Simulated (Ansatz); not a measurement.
# Y2ClO2F (built on the sites of a database entry of YOF): a soft mode frozen in, part 2 of 2

Wanted: the energy along a soft mode of Y2ClO2F (built on the sites of a database entry of YOF) and the structure at the end.

Ansatz 0.2.0; DFT PBEsol, scalar-relativistic, plane waves, PAW.

So far, highest frequency on the path or at a solved wavevector (cm⁻¹): step 2 (phonons on a q mesh) 565. Also lowest frequency on the path (cm⁻¹): step 2 -159.

The structure was built from a prototype and need not be the compound's stable phase.

## (4) The mode frozen in, largest atomic shift 0.6 Å

The atoms are moved along the unstable eigenvector, the largest shift by 0.6 Å, with the cell fixed.

input.yaml

```yaml
crystal:
  lattice:
    - [-3.9678556729, -3.9678556729, 0.0]
    - [-3.9678556729, 3.9678556729, 0.0]
    - [0.0, 0.0, -5.8386826923]
  atoms:
    - { symbol: "Y", position: [0.2347807874, 0.2652192126, 0.3152255602] }
    - { symbol: "Y", position: [0.7652192126, 0.7347807874, 0.3152255602] }
    - { symbol: "Y", position: [0.2652192126, 0.7652192126, 0.6847744398] }
    - { symbol: "Y", position: [0.7347807874, 0.2347807874, 0.6847744398] }
    - { symbol: O, position: [0.5, 0.5, 0.5] }
    - { symbol: O, position: [0.0, 0.0, 0.5] }
    - { symbol: O, position: [0.0, 0.5, 0.5396307727] }
    - { symbol: O, position: [0.5, 0.0, 0.4603692273] }
    - { symbol: F, position: [0.0, 0.5, 0.1027629059] }
    - { symbol: F, position: [0.5, 0.0, -0.1027629059] }
    - { symbol: Cl, position: [0.5, 0.5, 0.0] }
    - { symbol: Cl, position: [0.0, 0.0, 0.0] }
kpoints:
  mp_grid: { grid: [4, 4, 4] }
hamiltonian:
  xc: pbesol
scf:
  occupations: { method: gaussian, width: 0.02 }
output:
  forces: true
  stress: true
  eigenvalues: true
```

Launch:

```console
> ansatz run input.yaml --threads 8 --pin off --max-ram 14336MiB --backend cpu --events-out ev --progress --plain --runs-dir out
```

Numbers of over 12 decimals in the logs are rounded to 6 here.

Output:

```text
[...]
Crystal: 12 atoms, lattice volume = 183.847 Å³
Basis set: ecut = 420 eV, 3591 PW (Γ), exchange–correlation on 80×80×80 points (8 copies of the dense FFT grid, shifted against one another)
Bands: 60, of which v1, the nominal top of the filled ones, is band 48 counted from 1 (47 counted from 0)
Symmetry: 8 space group operations
[...]
k-points: 18 of 64 (time reversal used)
[...]
k-point 0: bands = [... 44 lower, 7.1981, 7.2560, 7.3215, 7.3215, 12.6286, 12.6426, 12.6870, 12.6870, ... 4 higher]
  k-point 1: bands = [... 44 lower, 7.0103, 7.1104, 7.3349, 7.3349, 12.7231, 12.7231, 12.7801, 12.9702, ... 4 higher]
  k-point 2: bands = [... 44 lower, 6.9786, 7.0094, 7.3621, 7.3621, 12.7575, 12.7575, 13.0038, 13.0839, ... 4 higher]
  k-point 17: bands = [... 44 lower, 6.5874, 6.5874, 6.6886, 6.6886, 13.1327, 13.1327, 13.2790, 13.2790, ... 4 higher]
[key lines of the parts left out:]
SCF converged after 9 iterations
Free energy (F): -21171.562551 eV
Fermi energy:    10.023163 eV
P = ⅓ Tr σ = 2.9708 GPa (29.708 kbar)
```

Run time: 2.3 s. Hardware: 8 threads of Arm Neoverse V2, shared host; peak memory 0.74 GiB; 16 s of CPU time.

Numbers from this step:

- pressure: 2.971 GPa
- gap on the k-mesh: 5.120 eV
- energy from the undistorted cell: -29.51 meV/atom

The energy, extrapolated to zero smearing, is -29.51 meV/atom against the undistorted cell.

The run ends at a pressure of 2.97 GPa, with forces up to 1.3 eV/Å.

## (5) Energy along the mode, all amplitudes (two of the runs are shown above)

An imaginary frequency means negative curvature, so the energy should fall and then rise again as anharmonic terms take over.

Numbers from this step:

| Item | Value |
| --- | --- |
| depth at the lowest point sampled | 29.51 meV/atom |
| largest atomic shift at that point | 0.6 Å |

Table of energy from the parent by largest atomic shift:

```csv
largest atomic shift (Å),energy from the parent (meV/atom)
0.000,0
0.040,-0.352
0.080,-1.40
0.140,-4.17
0.220,-9.73
0.320,-18.4
0.450,-28.5
0.600,-29.5
```

Displacement at unit largest shift by atom:

```csv
atom,x (Å),y (Å),z (Å),size
Y1,0.00,0.20,0.00,0.20
Y2,0.00,-0.20,0.00,0.20
Y3,-0.20,0.00,0.00,0.20
Y4,0.20,0.00,0.00,0.20
O5,0.00,0.00,0.00,0.00
O6,0.00,0.00,0.00,0.00
O7,0.00,0.00,-0.39,0.39
O8,0.00,0.00,0.39,0.39
F9,0.00,0.00,-1.00,1.00
F10,0.00,0.00,1.00,1.00
Cl11,0.00,0.00,0.00,0.00
Cl12,0.00,0.00,0.00,0.00
```

The lowest of the steps tried is the last one, at 0.6 Å, 29.5 meV/atom below the parent; the bottom of the well need not coincide with a step.

## (6) Relaxation from the frozen mode

Starting from the lowest point found, all atoms and the cell are let go, so that strain and other modes of the same symmetry can join in.

input.yaml: that of step 4 with these lines changed.

```diff
@@ -23,3 +23,3 @@
 scf:
-  occupations: { method: gaussian, width: 0.02 }
+  occupations: { method: fixed }
 output:
@@ -28 +28,6 @@
   eigenvalues: true
+relax:
+  adjacent_minimum: "off"
+  f_tol: 0.002
+  max_steps: 120
+  cell: { stress_tol: 0.03 }
```

Output:

```text
[...]
Crystal: 12 atoms, lattice volume = 183.847 Å³
Basis set: ecut = 420 eV, 3591 PW (Γ), exchange–correlation on 80×80×80 points (8 copies of the dense FFT grid, shifted against one another)
Bands: 60, of which v1, the nominal top of the filled ones, is band 48 counted from 1 (47 counted from 0)
Symmetry: 8 space group operations
[...]
k-points: 18 of 64 (time reversal used)
[...]
SCF iter   1: F=—  HF=-21171.629890 eV  |F-HF|=—  |Δ(HF+E_count)|=         —  Δρ=1.35e-2  dr2=2.82e-1  ethr=1.77e-3  ⟨swp⟩=4.7  Hψ=3600  notcnv=0  defer=166
[...]
SCF iter   9: F=-21171.562551 eV  HF=-21171.562551 eV  |F-HF|=3.17e-10  |Δ(HF+E_count)|=   2.81e-8  Δρ=3.47e-6  dr2=2.10e-8  ethr=1.04e-10  ⟨swp⟩=13.6  Hψ=4993  notcnv=0
SCF 1 converged in 9 iterations: F = -21171.562551 eV  dr2 = 2.10e-8
[...]
relax step   1: F+E_penalty+E_count = -21171.56255146 eV  Δ(F+E_penalty+E_count) = +0.000e0 eV  max|allowed force component| = 1.245e0 eV/Å  Δτ_max = 0.0000 Å  P = +2.971 GPa  Ω = 183.847 Å³  (9 SCF iters, dr2 threshold 1.00e-7 eV, accepted)
Crystal: 12 atoms, lattice volume = 193.093 Å³
Basis set: ecut = 420 eV, 3785 PW (Γ), exchange–correlation on 80×80×80 points (8 copies of the dense FFT grid, shifted against one another)
[...]
iter 1 solved again at ethr=2.72e-4 eV; its pass at ethr=3.10e-3 eV (dr2=2.61e-1 eV) is discarded
[...]
SCF iter   8: F=-21171.837903 eV  HF=-21171.837903 eV  |F-HF|=1.51e-7  |Δ(HF+E_count)|=   4.97e-6  Δρ=1.00e-5  dr2=2.06e-7  ethr=1.25e-9  ⟨swp⟩=13.7  Hψ=6004  notcnv=0
SCF 2 converged in 8 iterations: F = -21171.837903 eV  dr2 = 2.06e-7
[...]
relax step   2: F+E_penalty+E_count = -21171.83790324 eV  Δ(F+E_penalty+E_count) = -2.754e-1 eV  max|allowed force component| = 8.306e-1 eV/Å  Δτ_max = 0.1188 Å  P = -0.571 GPa  Ω = 193.093 Å³  energy of the carried Pulay correction = -2.284e-2 eV  (8 SCF iters, dr2 threshold 1.20e-6 eV, accepted)
Crystal: 12 atoms, lattice volume = 192.895 Å³
[...]
SCF iter   7: F=-21171.936954 eV  HF=-21171.936954 eV  |F-HF|=4.24e-8  |Δ(HF+E_count)|=   2.24e-7  Δρ=1.03e-5  dr2=2.07e-7  ethr=1.25e-9  ⟨swp⟩=11.6  Hψ=5820  notcnv=0
SCF 3 converged in 7 iterations: F = -21171.936954 eV  dr2 = 2.07e-7
[...]
relax step   3: F+E_penalty+E_count = -21171.93695398 eV  Δ(F+E_penalty+E_count) = -9.905e-2 eV  max|allowed force component| = 2.581e-1 eV/Å  Δτ_max = 0.0458 Å  P = -0.558 GPa  Ω = 192.895 Å³  energy of the carried Pulay correction = -2.236e-2 eV  (7 SCF iters, dr2 threshold 1.20e-6 eV, accepted)
[... from here on, the SCF cycles and remarks between the steps are left out ...]
relax step   4: F+E_penalty+E_count = -21171.95515310 eV  Δ(F+E_penalty+E_count) = -1.820e-2 eV  max|allowed force component| = 1.055e-1 eV/Å  Δτ_max = 0.0305 Å  P = -0.122 GPa  Ω = 192.915 Å³  energy of the carried Pulay correction = -2.241e-2 eV  (6 SCF iters, dr2 threshold 1.20e-6 eV, accepted)
relax step   5: F+E_penalty+E_count = -21171.95936178 eV  Δ(F+E_penalty+E_count) = -4.209e-3 eV  max|allowed force component| = 9.362e-3 eV/Å  Δτ_max = 0.0379 Å  P = -0.218 GPa  Ω = 194.071 Å³  energy of the carried Pulay correction = -2.519e-2 eV  (7 SCF iters, dr2 threshold 6.96e-7 eV, accepted)
relax step   6: F+E_penalty+E_count = -21171.96090434 eV  Δ(F+E_penalty+E_count) = -1.543e-3 eV  max|allowed force component| = 2.494e-3 eV/Å  Δτ_max = 0.0021 Å  P = +0.013 GPa  Ω = 193.645 Å³  energy of the carried Pulay correction = -2.417e-2 eV  (6 SCF iters, dr2 threshold 2.58e-7 eV, accepted)
relax step   7: F+E_penalty+E_count = -21171.96079722 eV  Δ(F+E_penalty+E_count) = +1.071e-4 eV  max|allowed force component| = 8.405e-4 eV/Å  Δτ_max = 0.0007 Å  P = -0.004 GPa  Ω = 193.692 Å³  energy of the carried Pulay correction = -2.428e-2 eV  (7 SCF iters, dr2 threshold 3.89e-10 eV, accepted)
relax step   8: F+E_penalty+E_count = -21172.00761101 eV  Δ(F+E_penalty+E_count) = -4.681e-2 eV  max|allowed force component| = 1.530e-3 eV/Å  Δτ_max = 0.0000 Å  P = +0.381 GPa  Ω = 193.692 Å³  stress off target by 7.76e-1 GPa  SCF on the basis re-selected at this cell (its energy is not comparable with the rows above)  (9 SCF iters)
relax step   9: F+E_penalty+E_count = -21172.00822485 eV  Δ(F+E_penalty+E_count) = -6.138e-4 eV  max|allowed force component| = 4.818e-3 eV/Å  Δτ_max = 0.0153 Å  P = +0.046 GPa  Ω = 194.831 Å³  energy of the carried Pulay correction = -2.839e-3 eV  (6 SCF iters, dr2 threshold 1.20e-6 eV, accepted)
relax step  10: F+E_penalty+E_count = -21172.00778227 eV  Δ(F+E_penalty+E_count) = +4.426e-4 eV  max|allowed force component| = 2.739e-3 eV/Å  Δτ_max = 0.0031 Å  P = +0.004 GPa  Ω = 195.036 Å³  energy of the carried Pulay correction = -3.364e-3 eV  (6 SCF iters, dr2 threshold 2.24e-8 eV, accepted)
relax step  11: F+E_penalty+E_count = -21172.00777211 eV  Δ(F+E_penalty+E_count) = +1.016e-5 eV  max|allowed force component| = 8.686e-4 eV/Å  Δτ_max = 0.0001 Å  P = -0.000 GPa  Ω = 195.040 Å³  energy of the carried Pulay correction = -3.375e-3 eV  (5 SCF iters, dr2 threshold 4.69e-10 eV, accepted)
relax step  12: F+E_penalty+E_count = -21172.01127394 eV  Δ(F+E_penalty+E_count) = -3.502e-3 eV  max|allowed force component| = 9.431e-4 eV/Å  Δτ_max = 0.0000 Å  P = +0.009 GPa  Ω = 195.040 Å³  stress off target by 4.00e-2 GPa  SCF on the basis re-selected at this cell (its energy is not comparable with the rows above)  (6 SCF iters)
relax step  13: F+E_penalty+E_count = -21172.01115110 eV  Δ(F+E_penalty+E_count) = +1.228e-4 eV  max|allowed force component| = 2.933e-4 eV/Å  Δτ_max = 0.0010 Å  P = +0.001 GPa  Ω = 195.095 Å³  energy of the carried Pulay correction = -1.349e-4 eV  (6 SCF iters, dr2 threshold 3.99e-9 eV, accepted)
[...]
SCF iter   5: F=-21172.011246 eV  HF=-21172.011246 eV  |F-HF|=2.18e-11  |Δ(HF+E_count)|=  2.18e-11  Δρ=1.32e-7  dr2=2.92e-11  ethr=1.00e-12  ⟨swp⟩=12.3  Hψ=5522  notcnv=0
SCF 14 converged in 5 iterations: F = -21172.011246 eV  dr2 = 2.92e-11
[...]
relax step  14: F+E_penalty+E_count = -21172.01124619 eV  Δ(F+E_penalty+E_count) = -9.509e-5 eV  max|allowed force component| = 2.990e-4 eV/Å  Δτ_max = 0.0000 Å  P = +0.001 GPa  Ω = 195.095 Å³  stress off target by 3.73e-3 GPa  SCF on the basis re-selected at this cell (its energy is not comparable with the rows above)  (5 SCF iters)
[...]
SCF converged after 5 iterations
Free energy (F): -21172.011246 eV
[...]
Internal energy: -21172.011246 eV  (E = F + TS)
E sigma→0 (E₀):  -21172.011246 eV
Fermi energy:    6.373732 eV
[...]
--- Forces (eV/Å), atoms counted from 1 ---
  atom   1  Y      0.00000000    -0.00029901    -0.00001133
  atom   2  Y      0.00000000     0.00029901    -0.00001133
  atom   3  Y      0.00029901     0.00000000     0.00001133
  atom   4  Y     -0.00029901     0.00000000     0.00001133
  atom   5  O     -0.00000000    -0.00000000     0.00000000
  atom   6  O      0.00000000     0.00000000     0.00000000
  atom   7  O      0.00000000     0.00000000    -0.00003178
  atom   8  O      0.00000000     0.00000000     0.00003178
  atom   9  F      0.00000000     0.00000000     0.00017326
  atom  10  F      0.00000000     0.00000000    -0.00017326
  atom  11  Cl    -0.00000000     0.00000000     0.00000000
  atom  12  Cl    -0.00000000    -0.00000000    -0.00000000
  max |Σ_I F_I| component: 9.85e-18 eV/Å
--- Stress (GPa, compression-positive) ---
       -0.000047      -0.000000      -0.000000
       -0.000000      -0.000047      -0.000000
       -0.000000      -0.000000       0.003729
  P = ⅓ Tr σ = 0.0012 GPa (0.012 kbar)
--- Band table (eV; the first three rows and the last of 18) ---
  k-point 0: bands = [... 44 lower, 6.0905, 6.1006, 6.3002, 6.3002, 11.7175, 11.8575, 11.8575, 12.0295, ... 8 higher]
  k-point 1: bands = [... 44 lower, 5.8940, 6.0490, 6.2727, 6.2727, 11.8176, 11.8176, 12.0794, 12.1417, ... 8 higher]
  k-point 2: bands = [... 44 lower, 5.8883, 5.9895, 6.2530, 6.2530, 11.7835, 11.7835, 12.1051, 12.4052, ... 8 higher]
  k-point 17: bands = [... 44 lower, 5.6220, 5.6220, 5.7351, 5.7351, 12.1349, 12.1349, 12.2268, 12.2268, ... 8 higher]
--- Relaxed structure (11 steps of the walk, 11 accepted, 3 SCFs on fresh bases) ---
  F+E_penalty+E_count = -21172.01124619 eV   max|allowed force component| = 2.990e-4 eV/Å   (the final SCF, on the basis selected at the relaxed cell)
  cell:  # Å, volume = 195.0948 Å³
    - [-3.959657, -3.959657, 0]
    - [-3.959657, 3.959657, 0]
    - [0, 0, -6.221580]
  atoms:
    - { symbol: Y, position: [0.228918, 0.271082, 0.331296] }
    - { symbol: Y, position: [0.771082, 0.728918, 0.331296] }
    - { symbol: Y, position: [0.271082, 0.771082, 0.668704] }
    - { symbol: Y, position: [0.728918, 0.228918, 0.668704] }
    - { symbol: O, position: [0.5, 0.5, 0.5] }
    - { symbol: O, position: [0, 0, 0.5] }
    - { symbol: O, position: [0, 0.5, 0.553132] }
    - { symbol: O, position: [0.5, 0, 0.446868] }
    - { symbol: F, position: [0, 0.5, 0.129567] }
    - { symbol: F, position: [0.5, 0, -0.129567] }
    - { symbol: Cl, position: [0.5, 0.5, 1.4865106948944488e-19] }
    - { symbol: Cl, position: [0, 0, 1.4865106948944488e-19] }
```

The job ended after 34 s (8 threads; peak memory 0.86 GiB).

The steps of the relaxation:

```csv
step,energy less that of the first step (eV),largest force component (eV/Å),pressure (GPa),volume (Å³)
1,0.0000,1.2450,2.97,183.85
2,-0.2754,0.8306,-0.57,193.09
3,-0.3744,0.2581,-0.56,192.89
4,-0.3926,0.1055,-0.12,192.91
5,-0.3968,0.0094,-0.22,194.07
6,-0.3984,0.0025,0.01,193.64
7,-0.3982,0.0008,0.00,193.69
8*,-0.4451,0.0015,0.38,193.69
9,-0.4457,0.0048,0.05,194.83
10,-0.4452,0.0027,0.00,195.04
11,-0.4452,0.0009,0.00,195.04
12*,-0.4487,0.0009,0.01,195.04
13,-0.4486,0.0003,0.00,195.09
14*,-0.4487,0.0003,0.00,195.09
```

Relaxation steps marked * repeat the geometry before them on a plane-wave basis chosen anew for their cell, so energy and pressure can jump there.

The run keeps the 8 symmetry operations that it works with, so distortions that break them were not tested.

```csv
"conventional cell, symmetrised",before,after,change
a (Å),5.611,5.600,-0.2 %
b (Å),5.611,5.600,-0.2 %
c (Å),5.839,6.222,+6.6 %
volume (Å³/atom),15.32,16.26,+6.1 %
```

The atoms that moved most (Å, as changes of fractional coordinates times the final cell):

```csv
atom,dx,dy,dz,length
F10,0.000,0.000,0.167,0.167
F9,0.000,0.000,-0.167,0.167
Y2,0.000,-0.046,-0.100,0.110
Y1,0.000,0.046,-0.100,0.110
Y3,-0.046,0.000,0.100,0.110
Y4,0.046,0.000,0.100,0.110
O7,0.000,0.000,-0.084,0.084
O8,0.000,0.000,0.084,0.084
```

Final coordinates:

```xyz
12
Lattice="-3.9597 -3.9597 0.0000 -3.9597 3.9597 0.0000 0.0000 0.0000 -6.2216" Properties=species:S:1:pos:R:3 pbc="T T T"
Y    -1.9798    0.1670   -2.0612
Y    -5.9395   -0.1670   -2.0612
Y    -4.1266    1.9798   -4.1604
Y    -3.7927   -1.9798   -4.1604
O    -3.9597    0.0000   -3.1108
O     0.0000    0.0000   -3.1108
O    -1.9798    1.9798   -3.4414
O    -1.9798   -1.9798   -2.7802
F    -1.9798    1.9798   -0.8061
F    -1.9798   -1.9798    0.8061
Cl   -3.9597    0.0000    0.0000
Cl    0.0000    0.0000    0.0000
```

This step gave:

```
pressure          : 0.001212 GPa
gap on the k-mesh : 5.216 eV
volume per atom   : 16.26 Å³
```

The distorted start has space group P-42_1m; the relaxation ends in P-42_1m.

## (7) Outcome

| Property | Result |
| --- | --- |
| unstable mode of the parent | q = (-0.5, -0.5, 0), 159i cm⁻¹ |
| depth at the lowest point sampled | 29.5 meV/atom |
| largest atomic shift at that point | 0.6 Å |
| space group reached (within 0.01 Å) | P-42_1m |
| energy gained over the parent (first relaxation, on the mesh of the frozen mode) | 66.9 meV/atom |
| volume per atom, phase reached | 16.3 Å³ |
| gap on the k-mesh, phase reached | 5.22 eV |

In words: Along this mode the structure falls into P-42_1m, 66.9 meV/atom below the parent. At the parent's cell the well is 29.51 meV/atom deep on the steps tried, with its lowest point at a shift of 0.6 Å. That is the last step tried, so the steps alone don't bracket the bottom of the well. Relaxing atoms and cell changes the gain by +37.39 meV/atom against the lowest step (energies at zero smearing). The modes of the phase reached were not computed on this path. Of the 2 patterns followed to their end from this parent, this one reaches the lowest energy. Each path keeps the symmetry of its pattern, so a lower phase may lie along a pattern not tried. The q mesh stands for a supercell only 7.9 Å across, so branches between the solved wavevectors are rough. The program warns that the interpolation holds no quadrupole term, so branches close to Γ can be off in this crystal. The starting cell was built on a prototype and not taken from a measurement, so the phase need not exist.

[Logs are printed without paths, hosts, clocks, repeated set-up lines and the standing remarks that a program may print on its own settings, such as how far it seeks lower states.]

[Hosts, paths, dates, database ids (printed as entryN), source tags and the programs' standing remarks are cut or masked in the printed files.]
